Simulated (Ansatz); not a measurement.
# How many bands does the GW gap of FeSi2 (Cmce) need?

Wanted: a G0W0 gap for FeSi2 (Cmce) that is converged in bands and cutoff, or an estimate of the limit.

Method: G0W0 on r2SCAN, plane waves, PAW, in Ansatz 0.2.0.

This is a report of a sequence of runs, with most program output left out.

In doubt: one-shot GW on d or f shells is unsure (steps 2, 3, 4, 5, 6), so the values of those runs are not to be relied on.

## 1. Starting point

Symmetry: Cmce, No. 64, orthorhombic system. The conventional cell has a = 9.863 Å, b = 7.791 Å, c = 7.833 Å, α = 90.00°, β = 90.00°, γ = 90.00°. Nearest to Fe lie 8 Si at 2.33 to 2.44 Å. Nearest to Fe lie 8 Si at 2.34 to 2.39 Å. Nearest to Si lie 4 Fe at 2.34 to 2.43 Å and 5 Si at 2.45 to 2.59 Å. Si has 4 Fe at 2.33 to 2.44 Å and 5 Si at 2.50 to 2.59 Å nearest. Farther neighbours are not listed.

The cell and positions come from the Crystallography Open Database and are kept as given unless a step says otherwise. The default PAW set here is soft_2. Its files were made with PBE.

## 2. 147 empty bands, screening to 36 eV

G0W0 replaces the xc potential by the self-energy, built once from these orbitals. Only a window of levels is corrected, while the sums run over the empty bands that the input names.

File input.yaml:

```yaml
crystal:
  lattice:
    - [4.9315, -3.8955, 0.0]
    - [4.9315, 3.8955, 0.0]
    - [0.0, 0.0, 7.833]
  atoms:
    - { symbol: Fe, position: [0.1914, 0.8086, 0.1851] }
    - { symbol: Fe, position: [0.3086, 0.6914, 0.6851] }
    - { symbol: Fe, position: [0.8086, 0.1914, 0.8149] }
    - { symbol: Fe, position: [0.6914, 0.3086, 0.3149] }
    - { symbol: Fe, position: [0.2146, 0.2146, 0.0] }
    - { symbol: Fe, position: [0.2854, 0.2854, 0.5] }
    - { symbol: Fe, position: [0.7854, 0.7854, 0.0] }
    - { symbol: Fe, position: [0.7146, 0.7146, 0.5] }
    - { symbol: Si, position: [0.3277, 0.4177, 0.2261] }
    - { symbol: Si, position: [0.1723, 0.0823, 0.7261] }
    - { symbol: Si, position: [0.4177, 0.3277, 0.7739] }
    - { symbol: Si, position: [0.0823, 0.1723, 0.2739] }
    - { symbol: Si, position: [0.6723, 0.5823, 0.7739] }
    - { symbol: Si, position: [0.8277, 0.9177, 0.2739] }
    - { symbol: Si, position: [0.5823, 0.6723, 0.2261] }
    - { symbol: Si, position: [0.9177, 0.8277, 0.7261] }
    - { symbol: Si, position: [0.8536, 0.4028, 0.0512] }
    - { symbol: Si, position: [0.6464, 0.0972, 0.5512] }
    - { symbol: Si, position: [0.4028, 0.8536, 0.9488] }
    - { symbol: Si, position: [0.0972, 0.6464, 0.4488] }
    - { symbol: Si, position: [0.1464, 0.5972, 0.9488] }
    - { symbol: Si, position: [0.3536, 0.9028, 0.4488] }
    - { symbol: Si, position: [0.5972, 0.1464, 0.0512] }
    - { symbol: Si, position: [0.9028, 0.3536, 0.5512] }
kpoints:
  mp_grid: { grid: [2, 2, 2] }
hamiltonian:
  xc: r2scan
scf:
  occupations: { method: fixed }
gw:
  n_empty_bands: 147
  ecut_chi: 36
  qp_bands: [v4, c4]
  qp_kpoints: band_edges
  screening: { model: contour_deformation }
```

Launch:

```console
$ ansatz run input.yaml --threads 24 --pin off --max-ram 82944MiB --backend cuda --events-out ev --progress --plain --runs-dir out --devices 1 --max-vram 78GiB
```

The job ended after 4.1 s (1 × NVIDIA GB200 (shared by 2 runs) with 24 threads of Arm Neoverse V2, shared host; peak memory 1.9 GiB; 13 s of CPU time).

Numbers from this step:

| Property | Result |
| --- | --- |
| bands summed | 243 |
| RPA ε∞ on this mesh (eigenvalues) | 21.43, 22.01, 22.14 |
| plane waves in the screening matrix | 137 |
| q-points in the mesh | 8 |
| G0W0 gap on the mesh | 1.557 eV |
| k of the valence top | 0, 0, -0.5 |
| k of the conduction bottom | 0, 0, -0.5 |
| starting gap on the mesh | 0.9668 eV |
| Z at the valence top | 0.7121 |
| Z at the conduction bottom | 0.7096 |
| least direct G0W0 gap on the computed points | 1.557 eV |

The gap on the mesh goes from 0.97 eV to 1.56 eV, a correction of +0.59 eV, though a band edge has moved to another state.

## 3. 417 empty bands, screening to 72 eV

Bands and screening cutoff are moved together, since each hides the error of the other.

Edit input.yaml of step 2 so:

```diff
@@ -37,4 +37,4 @@
 gw:
-  n_empty_bands: 147
-  ecut_chi: 36
+  n_empty_bands: 417
+  ecut_chi: 72
   qp_bands: [v4, c4]
```

Run time: 5.8 s. Hardware: 1 × NVIDIA GB200 (shared by 2 runs) with 24 threads; peak memory 2.7 GiB.

This step gave:

```
bands summed                                 : 513
RPA ε∞ on this mesh (eigenvalues)            : 21.18, 21.87, 21.97
plane waves in the screening matrix          : 417
q-points in the mesh                         : 8
G0W0 gap on the mesh                         : 1.302 eV
k of the valence top                         : -0.5, -0.5, 0
k of the conduction bottom                   : 0, 0, 0
starting gap on the mesh                     : 0.9668 eV
Z at the valence top                         : 0.6650
Z at the conduction bottom                   : 0.7300
least direct G0W0 gap on the computed points : 1.398 eV
```

Against the run with 2×2×2 mesh, 147 empty bands, screening to 36 eV, the gap moves by −0.25 eV.

## 4. 898 empty bands, screening to 120 eV

Edit input.yaml of step 3 so:

```diff
@@ -37,4 +37,4 @@
 gw:
-  n_empty_bands: 417
-  ecut_chi: 72
+  n_empty_bands: 898
+  ecut_chi: 120.0
   qp_bands: [v4, c4]
```

It took 12 s on 1 × NVIDIA GB200 (shared by 2 runs) with 24 threads; peak memory 3.7 GiB; 37 s of CPU time.

This step gave:

| Item | Value |
| --- | --- |
| bands summed | 994 |
| RPA ε∞ on this mesh (eigenvalues) | 20.84, 21.58, 21.70 |
| plane waves in the screening matrix | 887 |
| G0W0 gap on the mesh | 1.184 eV |
| k of the valence top | -0.5, -0.5, 0 |
| k of the conduction bottom | 0, 0, 0 |
| starting gap on the mesh | 0.9668 eV |
| least direct G0W0 gap on the computed points | 1.326 eV |

Against the run with 2×2×2 mesh, 417 empty bands, screening to 72 eV, the gap moves by −0.12 eV.

## 5. Changing the frequency model: 2×2×2 mesh, 417 empty bands, screening to 72 eV, plasmon pole

A plasmon pole stands in for the full frequency dependence of the screening; this run shows what that costs in accuracy. Bands and cutoff differ from the step before, so it is read against an earlier run that matches them.

Edit input.yaml of step 4 so:

```diff
@@ -37,6 +37,6 @@
 gw:
-  n_empty_bands: 898
-  ecut_chi: 120.0
+  n_empty_bands: 417
+  ecut_chi: 72
   qp_bands: [v4, c4]
   qp_kpoints: band_edges
-  screening: { model: contour_deformation }
+  screening: { model: godby_needs }
```

It took 5.9 s on 1 × NVIDIA GB200 (shared by 2 runs) with 24 threads; peak memory 2.7 GiB; 35 s of CPU time.

Numbers from this step:

```
bands summed                                 : 513
plasmon-pole fit frequency                   : 29.66 eV
RPA ε∞ on this mesh (eigenvalues)            : 21.18, 21.87, 21.97
plane waves in the screening matrix          : 417
G0W0 gap on the mesh                         : 1.278 eV
k of the valence top                         : -0.5, -0.5, 0
k of the conduction bottom                   : 0, 0, 0
starting gap on the mesh                     : 0.9668 eV
least direct G0W0 gap on the computed points : 1.425 eV
```

Against the run with 2×2×2 mesh, 417 empty bands, screening to 72 eV, the gap moves by −0.02 eV.

## 6. Changing the files: 2×2×2 mesh, 417 empty bands, screening to 72 eV, hard PAW files

Other atomic data (hard PAW) test the pseudisation: the cutoff goes from 500 to 1060 eV, with the same valence electrons.

Edit input.yaml of step 5 so:

```diff
@@ -34,2 +34,3 @@
   xc: r2scan
+  pseudopotentials: { kind: paw, source: ansatz }
 scf:
@@ -41,2 +42,2 @@
   qp_kpoints: band_edges
-  screening: { model: godby_needs }
+  screening: { model: contour_deformation }
```

It took 12 s on 1 × NVIDIA GB200 (shared by 2 runs) with 24 threads; peak memory 5.7 GiB; 39 s of CPU time.

Numbers from this step:

| Property | Result |
| --- | --- |
| bands summed | 513 |
| RPA ε∞ on this mesh (eigenvalues) | 21.21, 21.89, 22.00 |
| plane waves in the screening matrix | 417 |
| G0W0 gap on the mesh | 1.305 eV |
| k of the valence top | -0.5, -0.5, 0 |
| k of the conduction bottom | 0, 0, 0 |
| starting gap on the mesh | 0.9630 eV |
| least direct G0W0 gap on the computed points | 1.389 eV |

Against the run with 2×2×2 mesh, 417 empty bands, screening to 72 eV, the gap moves by +0.003 eV.

## 7. Side by side

Times are wall times on 1 × NVIDIA GB200 (shared by 2 runs) with 24 threads of Arm Neoverse V2, shared host, good to a factor of about two.

```tsv
mesh	files	frequency	bands summed	cutoff (eV)	start (eV)	G0W0 (eV)	time	host memory (GiB)
2×2×2	default PAW	contour deformation	243	36	0.967	1.557	4.1 s	1.9
2×2×2	default PAW	contour deformation	513	72	0.967	1.302	5.8 s	2.7
2×2×2	default PAW	contour deformation	994	120	0.967	1.184	12 s	3.7
2×2×2	default PAW	plasmon pole	513	72	0.967	1.278	5.9 s	2.7
2×2×2	hard PAW	contour deformation	513	72	0.963	1.305	12 s	5.7
```

How the two edges are built up, in eV (the quasiparticle level is the starting level plus Σx plus Σc less Vxc):

```tsv
run	edge	start	Σx	Σc	Vxc	Z	QP
243 bands	valence top	13.05	-28.77	3.76	-26.06	0.71	14.10
243 bands	conduction bottom	14.24	-23.79	-2.78	-27.99	0.71	15.65
513 bands	valence top	12.89	-34.61	5.57	-30.09	0.67	13.94
513 bands	conduction bottom	14.49	-17.41	-3.45	-21.62	0.73	15.24
994 bands	valence top	12.89	-34.61	5.44	-30.09	0.66	13.81
994 bands	conduction bottom	14.49	-17.41	-3.70	-21.62	0.73	14.99
```

 Where G0W0 reorders the edges (243 bands, 513 bands and 994 bands), the two states listed lie further apart at the start than the starting gap.

## 8. Summary of results

```
243 bands, 36 eV  : 1.557 eV
513 bands, 72 eV  : 1.302 eV
994 bands, 120 eV : 1.184 eV
mesh and start    : 2×2×2, r2SCAN
```

In words: From 243 to 994 bands the gap moves by −0.37 eV while the time grows 2.8-fold. The states at the edges change along the series or lie close to crossing, so no limit is drawn from it. The plasmon-pole model gives −0.02 eV against contour deformation, 7 % of the correction (the least direct gap moves by +0.03 eV), and saved no time in this program. Hard PAW files move the gap by +0.003 eV at equal bands and cutoff, −0.004 eV of it in the start. The 2×2×2 mesh is coarse for this cell (its supercell is 13 Å along the shortest edge). The RPA ε∞ on it, from the r2SCAN start, is 20.84, 21.58 and 21.70; such meshes misread the long-range screening, most where the gap is narrow. The runs have no spin polarisation. For a closed low-spin shell that is the natural state; where a d or f shell is open it is a constraint, and the gap is then not the crystal's own. With d states at the gap, one-shot GW leans hard on its start.

[Paths, hosts, dates, memory and timing lines, banners, echoed tables and standing remarks are left out of the program output.]

[Logs are printed without paths, hosts, clocks, repeated set-up lines and the standing remarks that a program may print on its own settings, such as how far it seeks lower states.]

[Runs of the session that timed out or met a known fault of the program may be left out.]

[Cells called generated may have been cut or substituted from an entry of the Crystallography Open Database or the Materials Project.]

[Hosts, paths, dates, database ids (printed as entryN), source tags and the programs' standing remarks are cut or masked in the printed files.]
